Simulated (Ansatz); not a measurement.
# Vibrations of species on Cu(111)

Aim: bond lengths and vibrational modes of species bound on Cu(111).

Main program and level: Ansatz 0.2.0; DFT PBE, scalar-relativistic, plane waves, PAW; PAW set soft_1.

### Step 1. The bulk crystal behind the slab

It takes space group Fm-3m (No. 225, cubic). Conventional cell: a = 3.630 Å, b = 3.630 Å, c = 3.630 Å, α = 90.00°, β = 90.00°, γ = 90.00°. Nearest to Cu lie 12 Cu at 2.57 Å.

### Step 2. Relaxation of the host

The host crystal is relaxed at the same level, and its volume sets the scale of the cells that follow.

Input file input.yaml:

```yaml
crystal:
  lattice:
    - [0.0, 1.815, 1.815]
    - [1.815, 0.0, 1.815]
    - [1.815, 1.815, 0.0]
  atoms:
    - { symbol: Cu, position: [0.0, 0.0, 0.0] }
kpoints:
  mp_grid: { grid: [24, 24, 24] }
hamiltonian:
  xc: pbe
  pseudopotentials: { kind: paw, azcp: { folder: soft_1 } }
scf:
  occupations: { method: methfessel_paxton, width: 0.15 }
output:
  forces: true
  stress: true
  eigenvalues: true
relax:
  adjacent_minimum: "off"
  f_tol: 0.002
  max_steps: 60
  cell: { stress_tol: 0.02 }
```

Run with:

```
ansatz run input.yaml --threads 8 --pin off --max-ram 20480MiB --backend cpu --events-out ev --progress --plain --runs-dir out
```

Numbers of over 12 decimals in the logs are rounded to 6 here.

Log:

```text
The last accepted step is kept in <dir> (removed where the run ends without a failure and the disk answers)
Engine: ansatz 0.2.0, x86_64-unknown-linux-gnu
Pseudopotentials: kind: paw
Pseudopotential: Cu, paw, valence charge 19, recommended cutoff 420 eV (normal), soft_1/Cu.paw.azcp
Functional definition: PBE
  parameter kappa = 0.804
  parameter beta = 0.066725
  exchange = pbe_x(kappa = kappa, mu = beta*pi^2/3)
[...]
--- Relaxed structure (3 steps of the walk, 3 accepted, 1 SCFs on fresh bases) ---
  F+E_penalty+E_count = -6625.18473276 eV   max|allowed force component| = 0.000e0 eV/Å   (the final SCF, on the basis selected at the relaxed cell)
  cell:  # Å, volume = 11.9489 Å³
    - [0, 1.814538, 1.814538]
    - [1.814538, 0, 1.814538]
    - [1.814538, 1.814538, 0]
  atoms:
    - { symbol: Cu, position: [0.0, 0.0, 0.0] }
[key lines of the parts left out:]
SCF converged after 5 iterations
Free energy (F): -6625.184733 eV
Fermi energy:    16.123004 eV
P = ⅓ Tr σ = 0.0007 GPa (0.007 kbar)
```

It took 4 s on 8 threads of Intel Xeon at 2.70GHz, shared host; peak memory 0.42 GiB.

Little changed from the start: no atom moved by 0.005 Å and no cell edge by 0.1 %.

Numbers from this step:

- pressure: 6.77e-4 GPa
- volume per atom: 11.95 Å³
- gap on the k-mesh: 0 eV

The forces vanish by symmetry.

### Step 3. Letting the atoms settle: H at the fcc hollow site, 1 monolayer

The slab carries H at the fcc hollow site, 1 monolayer. Its plane takes the lattice constant of the bulk relaxed at this level. The lowest layers are held, and the other atoms relax. The program lengthens the typed cell of 21.9 Å along the normal to 37.5 Å, as its cut-off of the electrostatics needs, and moves no atom.

System of this step: H at the fcc hollow site, 1 monolayer on Cu(111). The cell holds 5 atoms: 4 Cu and 1 H. Cell: a = 2.566 Å, b = 2.566 Å, c = 37.542 Å, α = 90.0°, β = 90.0°, γ = 60.0°. It derives from Cu. Vacuum lies along c.

Input file input.yaml:

```yaml
crystal:
  lattice:
    - [2.5661472057, 0.0, 0.0]
    - [1.2830736028, 2.2223446645, 0.0]
    - [0.0, 0.0, 21.8669573316]
  atoms:
    - { symbol: Cu, position: [0.0, 0.0, 0.342896] }
    - { symbol: Cu, position: [0.333333, 0.333333, 0.438714] }
    - { symbol: Cu, position: [0.666667, 0.666667, 0.534532] }
    - { symbol: Cu, position: [0.0, 0.0, 0.63035] }
    - { symbol: H, position: [0.333333, 0.333333, 0.657104] }
  periodic: [true, true, false]
kpoints:
  mp_grid: { grid: [12, 12, 1] }
hamiltonian:
  xc: pbe
  pseudopotentials: { kind: paw, azcp: { folder: soft_1 } }
scf:
  occupations: { method: methfessel_paxton, width: 0.15 }
output:
  forces: true
  eigenvalues: true
relax:
  adjacent_minimum: "off"
  f_tol: 0.003
  max_steps: 120
  constraints: [{ sites: [0, 1] }]
```

Log:

```text
Warning: crystal.periodic: the lattice vector that does not repeat stood 0.000° off the slab's normal, 21.867 Å along it as the deck builds it. The run solves the slab on a vector along the normal, 37.542 Å long, with every atom where it was (on the deck's vector they left 15.00 Å outside them, and the widest stretch free of ions among them is 2.10 Å). A fractional position that the run reports is one of the run's ce [...]
Warning: the atoms were moved onto the symmetric positions of the space group found under crystal.symmetry.tolerance 1.0e-5 (fractional; no operation is sought that the atoms, as they stand in a round, miss by more than twice it, and no atom is moved by as much as it), and the run uses the moved positions. Before a round's move an operation carried an atom to 3.08e-6 Å from where it should land, the largest such dist [...]
[...]
crystal.periodic: the lattice vector that does not repeat stood 0.000° off the slab's normal, 21.867 Å along it as the deck builds it. The run solves the slab on a vector along the normal, 37.542 Å long, with every atom where it was (on the deck's vector they left 15.00 Å outside them, and the widest stretch free of ions among them is 2.10 Å). A fractional position that the run reports is one of the run's cell, which [...]
[...]
Crystal: 5 atoms, lattice volume = 214.094 Å³
Basis set: ecut = 420 eV, 4295 PW (Γ), exchange–correlation on 36×36×512 points (8 copies of the dense FFT grid, shifted against one another)
Bands: 47, of which v1, the nominal top of the filled ones, is band 39 counted from 1 (38 counted from 0)
Symmetry: 6 space group operations
[...]
k-points: 19 of 144 (time reversal used)
[...]
SCF iter   1: F=—  HF=-26519.674829 eV  |F-HF|=—  |Δ(HF+E_count)|=         —  Δρ=1.30e-1  dr2=2.23e1  ethr=3.10e-3  ⟨swp⟩=14.8  Hψ=6302  notcnv=0  defer=8
[...]
SCF iter  18: F=-26515.592535 eV  HF=-26515.592534 eV  |F-HF|=2.39e-8  |Δ(HF+E_count)|=   1.69e-8  S|Δr|=    0.00e0  Δρ=1.10e-6  dr2=3.32e-9  ethr=3.84e-11  ⟨swp⟩=4.6  Hψ=3114  notcnv=0
SCF 1 converged in 18 iterations: F = -26515.592535 eV  dr2 = 3.32e-9
[...]
relax step   1: F+E_penalty+E_count = -26515.59253451 eV  Δ(F+E_penalty+E_count) = +0.000e0 eV  max|allowed force component| = 1.073e0 eV/Å  Δτ_max = 0.0000 Å  (18 SCF iters, dr2 threshold 2.25e-7 eV, accepted)
[...]
SCF iter   8: F=-26515.700948 eV  HF=-26515.700962 eV  |F-HF|=1.47e-5  |Δ(HF+E_count)|=   2.93e-6  S|Δr|=    0.00e0  Δρ=9.50e-5  dr2=1.69e-5  ethr=9.34e-8  ⟨swp⟩=15.8  Hψ=4539  notcnv=0
SCF 2 converged in 8 iterations: F = -26515.700948 eV  dr2 = 1.69e-5
relax step   2: F+E_penalty+E_count = -26515.70094769 eV  Δ(F+E_penalty+E_count) = -1.084e-1 eV  max|allowed force component| = 6.852e-1 eV/Å  Δτ_max = 0.1491 Å  (8 SCF iters, dr2 threshold 7.20e-5 eV, accepted)
SCF iter   1: F=—  HF=-26515.766117 eV  |F-HF|=—  |Δ(HF+E_count)|=         —  Δρ=5.10e-3  dr2=4.75e-2  ethr=1.60e-3  ⟨swp⟩=4.5  Hψ=2251  notcnv=0  defer=41
[...]
SCF iter   8: F=-26515.759370 eV  HF=-26515.759360 eV  |F-HF|=9.87e-6  |Δ(HF+E_count)|=   1.45e-5  S|Δr|=    0.00e0  Δρ=5.22e-5  dr2=4.34e-6  ethr=3.81e-8  ⟨swp⟩=15.8  Hψ=5599  notcnv=0
SCF 3 converged in 8 iterations: F = -26515.759370 eV  dr2 = 4.34e-6
relax step   3: F+E_penalty+E_count = -26515.75936951 eV  Δ(F+E_penalty+E_count) = -5.842e-2 eV  max|allowed force component| = 1.102e-1 eV/Å  Δτ_max = 0.1940 Å  (8 SCF iters, dr2 threshold 2.93e-5 eV, accepted)
[...]
relax step   4: F+E_penalty+E_count = -26515.76069420 eV  Δ(F+E_penalty+E_count) = -1.325e-3 eV  max|allowed force component| = 2.334e-2 eV/Å  Δτ_max = 0.0405 Å  (12 SCF iters, dr2 threshold 7.59e-7 eV, accepted)
[...]
relax step   5: F+E_penalty+E_count = -26515.76084237 eV  Δ(F+E_penalty+E_count) = -1.482e-4 eV  max|allowed force component| = 1.193e-3 eV/Å  Δτ_max = 0.0112 Å  (12 SCF iters, dr2 threshold 3.40e-8 eV, accepted)
[...]
SCF iter   2: F=-26515.760842 eV  HF=-26515.760842 eV  |F-HF|=4.76e-9  |Δ(HF+E_count)|=   6.08e-6  S|Δr|=    0.00e0  Δρ=4.83e-7  dr2=1.90e-9  ethr=1.81e-12  ⟨swp⟩=7.8  Hψ=3775  notcnv=0
SCF 6 converged in 2 iterations: F = -26515.760842 eV  dr2 = 1.90e-9
relax step   6: F+E_penalty+E_count = -26515.76084237 eV  Δ(F+E_penalty+E_count) = +9.095e-11 eV  max|allowed force component| = 1.190e-3 eV/Å  Δτ_max = 0.0000 Å  (2 SCF iters, accepted)
SCF converged after 2 iterations
[...]
Free energy (F): -26515.760842 eV
[...]
Internal energy: -26515.749558 eV  (E = F + TS)
E sigma→0 (E₀):  -26515.758021 eV
Entropy (-TS):   -0.011285 eV (-2.257 meV/atom)
Fermi energy:    -4.867520 eV
[...]
--- Forces (eV/Å), atoms counted from 1 ---
  atom   1  Cu     0.00000000    -0.00000000     0.03768939
  atom   2  Cu    -0.00000000    -0.00000000    -0.03491576
  atom   3  Cu    -0.00000000    -0.00000000    -0.00118986
  atom   4  Cu     0.00000000    -0.00000000    -0.00096596
  atom   5  H      0.00000000     0.00000000    -0.00061829
  max |Σ_I F_I| component: 4.77e-7 eV/Å
--- Band table (eV; the first three rows and the last of 19) ---
  k-point 0: bands = [... 35 lower, -6.9419, -6.6970, -6.6970, -6.3987, -6.3987, -5.4150, -0.9136 (-0.9141°), -0.3459 (-0.3526°), ... 4 higher]
  k-point 1: bands = [... 35 lower, -6.9227, -6.6958, -6.6753, -6.3984, -6.3496, -4.8992, -0.7419 (-0.7423°), -0.1439 (-0.1504°), ... 4 higher]
  k-point 2: bands = [... 35 lower, -6.9379, -6.6985, -6.6622, -6.3977, -5.6932, -3.8790, -0.2304 (-0.2305°), 0.4637 (0.4578°), ... 4 higher]
  k-point 18: bands = [... 35 lower, -6.4746, -4.1082, -1.5167, -1.3350, -1.0109, -0.8242, -0.1829, 0.0118, ... 4 higher]
  ° read free of the cell's end (the report's vacuum.weakly_bound_levels)
--- Relaxed structure (6 steps of the walk, 6 accepted, 0 SCFs on fresh bases) ---
  F+E_penalty+E_count = -26515.76084237 eV   max|allowed force component| = 1.190e-3 eV/Å
  cell:  # Å, volume = 214.0943 Å³
    - [2.566145, 2.8867564417719038e-11, 0.0]
    - [1.283072, 2.222347, 0.0]
    - [0.0, 0.0, 37.541546]
  atoms:
    - { symbol: Cu, position: [-7.03141240106006e-17, -1.1842367635562373e-17, 0.199728] }
    - { symbol: Cu, position: [0.333333, 0.333333, 0.255539] }
    - { symbol: Cu, position: [0.666667, 0.666667, 0.311292] }
    - { symbol: Cu, position: [-7.031412401062978e-17, -9.594902930350261e-18, 0.369559] }
    - { symbol: H, position: [0.333333, 0.333333, 0.392126] }
```

The job ended after 24 s (8 threads; peak memory 0.83 GiB).

The steps of the relaxation:

| step | energy less that of the first step (eV) | largest force component (eV/Å) |
| --- | --- | --- |
| 1 | 0.0000 | 1.0730 |
| 2 | -0.1084 | 0.6852 |
| 3 | -0.1668 | 0.1102 |
| 4 | -0.1682 | 0.0233 |
| 5 | -0.1683 | 0.0012 |
| 6 | -0.1683 | 0.0012 |

Forces are held to the 6 operations that the run works with; a distortion that breaks them can't arise in this run.

The atoms that moved most (Å):

| atom | dx | dy | dz | length |
| --- | --- | --- | --- | --- |
| H5 | 0.000 | 0.000 | 0.352 | 0.352 |
| Cu4 | 0.000 | 0.000 | 0.090 | 0.090 |

The relaxed structure:

```xyz
5
Lattice="2.5661 0.0000 0.0000 1.2831 2.2223 0.0000 0.0000 0.0000 37.5415" Properties=species:S:1:pos:R:3
Cu    0.0000    0.0000    7.4981
Cu    1.2831    0.7408    9.5933
Cu    2.5661    1.4816   11.6864
Cu    0.0000    0.0000   13.8738
H     1.2831    0.7408   14.7210
```

The largest force component left on a free atom is 1.2 meV/Å.

### Step 4. Force constants among chosen sites: H at the fcc hollow site, 1 monolayer

Only 2 sites are displaced (1 Cu and 1 H), with their periodic images, and all others stay at rest. This gives the modes that are localised on these sites for less work than the whole matrix.

input.yaml, the sections that differ from step 3:

```yaml
crystal:
  lattice:
    - [2.5661448931, 0.0, 0.0]
    - [1.2830724465, 2.2223466673, 0.0]
    - [0.0, 0.0, 37.5415458585]
  atoms:
    - { symbol: Cu, position: [0.0, 0.0, 0.199727849] }
    - { symbol: Cu, position: [0.3333333333, 0.3333333333, 0.2555392992] }
    - { symbol: Cu, position: [0.6666666667, 0.6666666667, 0.3112916388] }
    - { symbol: Cu, position: [0.0, 0.0, 0.369558892] }
    - { symbol: H, position: [0.3333333333, 0.3333333333, 0.3921261925] }
  periodic: [true, true, false]
output:
  eigenvalues: true
phonons:
  method: fd
  supercell: [1, 1, 1]
  displaced_sites: [3, 4]
  rigid_motions: translations
# kpoints, hamiltonian, scf: as in step 3
# relax: removed
```

Log:

```text
[...]
Crystal: 5 atoms, lattice volume = 214.094 Å³
Basis set: ecut = 420 eV, 4295 PW (Γ), exchange–correlation on 36×36×512 points (8 copies of the dense FFT grid, shifted against one another)
Bands: 47, of which v1, the nominal top of the filled ones, is band 39 counted from 1 (38 counted from 0)
Symmetry: 6 space group operations
k-points: 19 of 144 (time reversal used)
[...]
SCF iter   1: F=—  HF=-26519.753300 eV  |F-HF|=—  |Δ(HF+E_count)|=         —  Δρ=1.30e-1  dr2=2.23e1  ethr=3.10e-3  ⟨swp⟩=14.6  Hψ=6199  notcnv=0  defer=11
[...]
SCF iter  22: F=-26515.760842 eV  HF=-26515.760842 eV  |F-HF|=1.87e-9  |Δ(HF+E_count)|=   3.85e-9  S|Δr|=    0.00e0  Δρ=1.48e-7  dr2=4.98e-11  ethr=1.00e-12  ⟨swp⟩=17.3  Hψ=5255  notcnv=0
SCF 1 converged in 22 iterations: F = -26515.760842 eV  dr2 = 4.98e-11
[...]
Symmetry: 2 space group operations
k-points: 43 of 144 (time reversal used)
[...]
SCF iter  13: F=-26515.760826 eV  HF=-26515.760826 eV  |F-HF|=7.28e-12  |Δ(HF+E_count)|=  1.31e-10  S|Δr|=    0.00e0  Δρ=5.55e-8  dr2=6.09e-12  ethr=1.00e-12  ⟨swp⟩=8.0  Hψ=10859  notcnv=0
SCF 2 converged in 13 iterations: F = -26515.760826 eV  dr2 = 6.09e-12
[...]
SCF iter   7: F=-26515.760829 eV  HF=-26515.760829 eV  |F-HF|=5.82e-11  |Δ(HF+E_count)|=   3.00e-9  S|Δr|=    0.00e0  Δρ=2.91e-8  dr2=2.52e-12  ethr=1.00e-12  ⟨swp⟩=8.7  Hψ=11580  notcnv=0
SCF 3 converged in 7 iterations: F = -26515.760829 eV  dr2 = 2.52e-12
[...]
SCF iter  12: F=-26515.760830 eV  HF=-26515.760830 eV  |F-HF|=3.49e-10  |Δ(HF+E_count)|=  2.91e-11  S|Δr|=    0.00e0  Δρ=1.93e-8  dr2=2.56e-12  ethr=1.00e-12  ⟨swp⟩=6.0  Hψ=10191  notcnv=0
SCF 4 converged in 12 iterations: F = -26515.760830 eV  dr2 = 2.56e-12
[...]
SCF iter   7: F=-26515.760831 eV  HF=-26515.760831 eV  |F-HF|=2.95e-10  |Δ(HF+E_count)|=  7.64e-11  S|Δr|=    0.00e0  Δρ=2.92e-8  dr2=3.35e-12  ethr=1.00e-12  ⟨swp⟩=5.7  Hψ=9715  notcnv=0
SCF 5 converged in 7 iterations: F = -26515.760831 eV  dr2 = 3.35e-12
SCF converged after 22 iterations
[...]
Free energy (F): -26515.760842 eV
[...]
Internal energy: -26515.749558 eV  (E = F + TS)
E sigma→0 (E₀):  -26515.758021 eV
Entropy (-TS):   -0.011284 eV (-2.257 meV/atom)
Fermi energy:    -4.867527 eV
[...]
--- Forces (eV/Å), atoms counted from 1 ---
  atom   1  Cu     0.00000000    -0.00000000     0.03769098
  atom   2  Cu     0.00000000     0.00000000    -0.03491318
  atom   3  Cu    -0.00000000    -0.00000000    -0.00119263
  atom   4  Cu    -0.00000000     0.00000000    -0.00096563
  atom   5  H      0.00000000     0.00000000    -0.00061783
  max |Σ_I F_I| component: 1.72e-6 eV/Å
--- Band table (eV; the first three rows and the last of 19) ---
  k-point 0: bands = [... 35 lower, -6.9419, -6.6970, -6.6970, -6.3987, -6.3987, -5.4150, -0.9137 (-0.9142°), -0.3461 (-0.3528°), ... 4 higher]
  k-point 1: bands = [... 35 lower, -6.9227, -6.6958, -6.6753, -6.3984, -6.3496, -4.8992, -0.7420 (-0.7423°), -0.1441 (-0.1506°), ... 4 higher]
  k-point 2: bands = [... 35 lower, -6.9379, -6.6985, -6.6622, -6.3977, -5.6932, -3.8790, -0.2304 (-0.2306°), 0.4635 (0.4576°), ... 4 higher]
  k-point 18: bands = [... 35 lower, -6.4746, -4.1082, -1.5168, -1.3350, -1.0110, -0.8242, -0.1829, 0.0118, ... 4 higher]
  ° read free of the cell's end (the report's vacuum.weakly_bound_levels)
--- Phonons: 4 displaced members + reference (amplitude 0.0025 Å, Σ member SCF iterations 39) ---
  symmetry images taken by strict's conditions (phonons.symmetry_images: auto; settled by no image being taken that strict refuses)
  force constants formed among 2 of 5 sites (Cu 3, H 4); the other 3 at rest. The modes move the named sites alone.
  the frequencies, the zero-point energy and the sums are of the block with the acoustic sum rule laid on its rows. Row sums over every site: 5.2e-5 eV/Å² at the most
  transpose residual: 4.0e-5 eV/Å²
  largest component of a force at the reference: 9.7e-4 eV/Å on a named site, 3.8e-2 eV/Å on a site at rest
  frequencies among the named sites at Γ of the cell (cm⁻¹): 45.95 45.95 109.59 989.58 989.58 1091.48
  unstable modes among the named sites: 0
  frequencies as built, with no sum rule (cm⁻¹): 45.94 45.94 109.59 989.58 989.58 1091.48
  zero-point energy: 0.202845 eV/cell   skipped modes (ω ≤ 0): 0
  not written: the harmonic force-constant file, the file of eigenvectors (these modes' are written with the force constants), the density of states and the dispersion, which are of every site
```

Run time: 30 s. Hardware: 8 threads; peak memory 0.94 GiB.

The column dr2 measures how far the density is from self-consistency, as an energy; F and HF (Harris–Foulkes) agree once it is small.

The other atoms of the cell are at rest; shares are of the kinetic energy, a minus sign marks an imaginary mode, and where like sites share a mode the one named is one choice of several. Modes of the displaced sites:

| mode | frequency (cm⁻¹) | share of Cu (%) | share of H (%) | site with the largest share | its share (%) |
| --- | --- | --- | --- | --- | --- |
| 1 | 46.0 | 98 | 2 | Cu4 | 98 |
| 2 | 46.0 | 98 | 2 | Cu4 | 98 |
| 3 | 109.6 | 99 | 1 | Cu4 | 99 |
| 4 | 989.6 | 2 | 98 | H5 | 98 |
| 5 | 989.6 | 2 | 98 | H5 | 98 |
| 6 | 1091.5 | 1 | 99 | H5 | 99 |

The same force constants with another mass on the added atoms, against the natural mean mass; listed are the real modes with at least half of their motion on these atoms, followed through small steps of mass, less those that pass through avoided crossings, where the squared overlap of new and old mass-weighted patterns is under 0.8. Modes after a change of mass:

| substitution | mode | frequency (cm⁻¹) | after (cm⁻¹) | ratio |
| --- | --- | --- | --- | --- |
| D for H | 4 | 989.6 | 705.6 | 1.402 |
| D for H | 5 | 989.6 | 705.6 | 1.402 |
| D for H | 6 | 1091.5 | 777.0 | 1.405 |

The highest mode of the block lies at 1091.5 cm⁻¹; the acoustic sum rule moved it by 0.0 cm⁻¹.

(Continued in part 2 of 2.)

[Logs are printed without paths, hosts, clocks, repeated set-up lines and the standing remarks that a program may print on its own settings, such as how far it seeks lower states.]

[Hosts, paths, dates, database ids (printed as entryN), source tags and the programs' standing remarks are cut or masked in the printed files.]
